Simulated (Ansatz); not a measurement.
# NbAu2 (P6/mmm): phonons along a line and the smearing

Aim: see how the phonons of NbAu2 (P6/mmm) along the first symmetry line respond to the electronic smearing. The first relaxation steps of the session are not shown, so no cell shown is the starting entry, unless a step says so.

Program: Ansatz 0.2.0. Level of theory: DFT PBEsol, scalar-relativistic, plane waves, PAW; PAW set soft_1. Results are calculated unless marked as measured.

Report form: the programs' logs are mostly left out.

### Step 1. The cell after earlier relaxation steps

Symmetry: P6/mmm, No. 191, hexagonal system. The conventional cell has a = 4.621 Å, b = 4.621 Å, c = 2.729 Å, α = 90.00°, β = 90.00°, γ = 120.00°. Nearest to Nb lie 2 Nb at 2.73 Å and 12 Au at 3.00 Å. Nearest to Au lie 5 Au at 2.67 to 2.73 Å and 6 Nb at 3.00 Å. Farther neighbours are not listed.

Coordinates:

```cif
data_structure
_symmetry_space_group_name_H-M 'P 1'
_symmetry_Int_Tables_number 1
_cell_length_a 4.6208
_cell_length_b 4.6208
_cell_length_c 2.7291
_cell_angle_alpha 90.000
_cell_angle_beta 90.000
_cell_angle_gamma 120.000
_cell_volume 50.47
loop_
_atom_site_label
_atom_site_type_symbol
_atom_site_fract_x
_atom_site_fract_y
_atom_site_fract_z
_atom_site_occupancy
Nb1 Nb 0.00000 0.00000 0.00000 1
Au2 Au 0.33333 0.66667 0.50000 1
Au3 Au 0.66667 0.33333 0.50000 1
```

### Step 2. Tight relaxation

Residual forces and stress shift phonon frequencies, so the cell is relaxed again, with tight thresholds and the mesh and smearing of this input. Earlier relaxation steps are not shown.

The input, input.yaml:

```yaml
crystal:
  lattice:
    - [4.6208327756, 0.0, 0.0]
    - [-2.3104163878, 4.0017585703, 0.0]
    - [0.0, 0.0, 2.7291162566]
  atoms:
    - { symbol: Nb, position: [0.0, 0.0, 0.0] }
    - { symbol: Au, position: [0.3333333333, 0.6666666667, 0.5] }
    - { symbol: Au, position: [0.6666666667, 0.3333333333, 0.5] }
kpoints:
  mp_grid: { grid: [6, 6, 9] }
hamiltonian:
  xc: pbesol
  pseudopotentials: { kind: paw, azcp: { folder: soft_1 }, xc_functional: pbe }
scf:
  occupations: { method: methfessel_paxton, width: 0.2 }
output:
  forces: true
  stress: true
  eigenvalues: true
relax:
  adjacent_minimum: "off"
  f_tol: 0.001
  max_steps: 60
  cell: { stress_tol: 0.01 }
```

Command:

```
$ ansatz run input.yaml --threads 4 --pin off --max-ram 12288MiB --backend cpu --events-out ev --progress --plain --runs-dir out
```

Wall time 5.3 s (4 threads of Arm Neoverse V1, shared host); peak memory 0.38 GiB; 19 s of CPU time.

Step by step:

| step | energy less that of the first step (eV) | largest force component (eV/Å) | pressure (GPa) | volume (Å³) |
| --- | --- | --- | --- | --- |
| 1 | 0.0000 | 0.0000 | 0.36 | 50.47 |
| 2 | 0.0004 | 0.0000 | -0.76 | 50.74 |
| 3 | -0.0001 | 0.0000 | -0.01 | 50.56 |
| 4 | -0.0001 | 0.0000 | 0.00 | 50.55 |
| 5 | -0.0001 | 0.0000 | 0.00 | 50.55 |

The log counts 1 steps on a newly chosen plane-wave basis, not all of them marked here; energy and pressure can jump at such steps. Relaxation step 2 was tried and not accepted.

| conventional cell, symmetrised | before | after | change |
| --- | --- | --- | --- |
| a (Å) | 4.621 | 4.622 | +0.0 % |
| b (Å) | 4.621 | 4.622 | +0.0 % |
| c (Å) | 2.729 | 2.733 | +0.1 % |
| volume (Å³/atom) | 16.82 | 16.85 | +0.2 % |

Final coordinates:

```xyz
3
Lattice="4.6217 0.0000 0.0000 -2.3109 4.0025 0.0000 0.0000 0.0000 2.7328" Properties=species:S:1:pos:R:3 pbc="T T T"
Nb    0.0000    0.0000    0.0000
Au    0.0000    2.6684    1.3664
Au    2.3109    1.3342    1.3664
```

This step gave:

```yaml
pressure: -0.003355 GPa
volume_per_atom: 16.85 Å³/atom
metallic_on_mesh: yes
gap_on_the_k_mesh: 0 eV
```

The largest force is now zero by symmetry and the largest stress component 0.0060 GPa, small enough for phonons.

### Step 3. Wavevectors along a line: Fermi–Dirac smearing of 0.1 eV

The smearing blurs the Fermi surface that screens the phonons; a Fermi–Dirac width is an electronic temperature.

The input, input.yaml:

```yaml
crystal:
  lattice:
    - [4.6217196153, 0.0, 0.0]
    - [-2.3108598077, 4.002526596, 0.0]
    - [0.0, 0.0, 2.7328071076]
  atoms:
    - { symbol: Nb, position: [0.0, 0.0, 0.0] }
    - { symbol: Au, position: [0.3333333333, 0.6666666667, 0.5] }
    - { symbol: Au, position: [0.6666666667, 0.3333333333, 0.5] }
kpoints:
  mp_grid: { grid: [12, 12, 16] }
hamiltonian:
  xc: pbesol
  pseudopotentials: { kind: paw, azcp: { folder: soft_1 }, xc_functional: pbe }
scf:
  occupations: { method: fermi_dirac, width: 0.1 }
output:
  eigenvalues: true
phonons:
  method: dfpt
  qpoints:
    - [0, 0, 0]
    - [0.083333333, 0.0, 0.0]
    - [0.166666667, 0.0, 0.0]
    - [0.25, 0.0, 0.0]
    - [0.333333333, 0.0, 0.0]
    - [0.416666667, 0.0, 0.0]
    - [0.5, 0.0, 0.0]
```

Wall time 21 min (4 threads); peak memory 4.5 GiB; 80 min of CPU time.

Each wavevector solved by linear response. The frequency by |q| along the line; 7 of 9 lines:

| \|q\| along the line (Å⁻¹) | mode 1 (cm⁻¹) | mode 2 (cm⁻¹) | mode 3 (cm⁻¹) | mode 4 (cm⁻¹) | mode 5 (cm⁻¹) | mode 6 (cm⁻¹) | mode 7 (cm⁻¹) |
| --- | --- | --- | --- | --- | --- | --- | --- |
| 0.000 | 0 | 0 | 0 | 57.0 | 111 | 152 | 152 |
| 0.131 | 11.9 | 15.7 | 31.6 | 56.4 | 111 | 150 | 151 |
| 0.262 | 23.5 | 30.6 | 54.9 | 61.0 | 110 | 144 | 146 |
| 0.393 | 34.0 | 44.0 | 53.5 | 86.0 | 107 | 138 | 140 |
| 0.523 | 42.2 | 53.4 | 54.7 | 102 | 104 | 133 | 140 |
| 0.654 | 46.1 | 56.2 | 61.5 | 99.1 | 107 | 130 | 148 |
| 0.785 | 46.9 | 58.2 | 63.9 | 96.6 | 108 | 129 | 159 |

### Step 4. Phonons along a line: Fermi–Dirac smearing of 0.25 eV

Each wavevector is solved by itself, so no interpolation smooths a dip of the branch.

Edit input.yaml of step 3 so:

```diff
@@ -15,3 +15,3 @@
 scf:
-  occupations: { method: fermi_dirac, width: 0.1 }
+  occupations: { method: fermi_dirac, width: 0.25 }
 output:
```

Wider smearing eases the sum over k-points of a metal but moves the result away from its zero-temperature value.

The job ended after 21 min (4 threads; peak memory 4.6 GiB; 83 min of CPU time).

Each wavevector solved by linear response. Frequency against |q| along the line; 7 of 9 lines:

| \|q\| along the line (Å⁻¹) | mode 1 (cm⁻¹) | mode 2 (cm⁻¹) | mode 3 (cm⁻¹) | mode 4 (cm⁻¹) | mode 5 (cm⁻¹) | mode 6 (cm⁻¹) | mode 7 (cm⁻¹) |
| --- | --- | --- | --- | --- | --- | --- | --- |
| 0.000 | 0 | 0 | 0 | 54.0 | 113 | 151 | 151 |
| 0.131 | 11.8 | 15.3 | 31.3 | 53.5 | 112 | 149 | 149 |
| 0.262 | 23.2 | 30.0 | 52.2 | 60.5 | 110 | 143 | 144 |
| 0.393 | 33.6 | 43.2 | 51.2 | 85.2 | 108 | 138 | 139 |
| 0.523 | 41.5 | 51.6 | 53.8 | 102 | 105 | 133 | 138 |
| 0.654 | 44.9 | 54.6 | 60.9 | 101 | 107 | 129 | 147 |
| 0.785 | 45.5 | 56.5 | 63.4 | 99.8 | 107 | 128 | 157 |

Against step 3 (now smearing width 0.25 eV), the free energy moves by -34.8 meV an atom.

### Step 5. The lowest branch at each setting

The lowest frequency by |q| along the line:

| \|q\| along the line (Å⁻¹) | fermi dirac 0.1 eV, k 12x12x16 (cm⁻¹) | fermi dirac 0.25 eV, k 12x12x16 (cm⁻¹) |
| --- | --- | --- |
| 0.000 | 0 | 0 |
| 0.131 | 11.9 | 11.8 |
| 0.262 | 23.5 | 23.2 |
| 0.393 | 34.0 | 33.6 |
| 0.523 | 42.2 | 41.5 |
| 0.654 | 46.1 | 44.9 |
| 0.785 | 46.9 | 45.5 |

### Step 6. Outcome

| Quantity | Value |
| --- | --- |
| phonon run of the rows without a label of their own | PBEsol, k 12×12×16 |
| lowest branch at the last solved point, Fermi–Dirac 0.1 eV | 46.9 cm⁻¹ at \|q\| = 0.785 Å⁻¹ |
| lowest branch at the last solved point, Fermi–Dirac 0.25 eV | 45.5 cm⁻¹ at \|q\| = 0.785 Å⁻¹ |

No branch softens by more than 4 % of the top frequency as the smearing narrows, so no anomaly that hangs on the smearing shows at these points. The line holds 7 wavevectors, so a narrow dip between them would be missed. Between Fermi–Dirac 0.25 eV and Fermi–Dirac 0.1 eV the largest change, with modes counted by rank of frequency, is in mode 4 at |q| = 0.785 Å⁻¹, from 99.8 to 96.6 cm⁻¹. Where branches cross, a count by rank can hide a softening. At the narrowest width the k mesh may not resolve the Fermi surface, so part of the change can be mesh noise. Spin–orbit coupling, left out here, matters for Au. The PAW files were made for PBE; under other functionals the run regenerates their frozen core.

[Logs are printed without paths, hosts, clocks, repeated set-up lines and the standing remarks that a program may print on its own settings, such as how far it seeks lower states.]

[Hosts, paths, dates, database ids (printed as entryN), source tags and the programs' standing remarks are cut or masked in the printed files.]
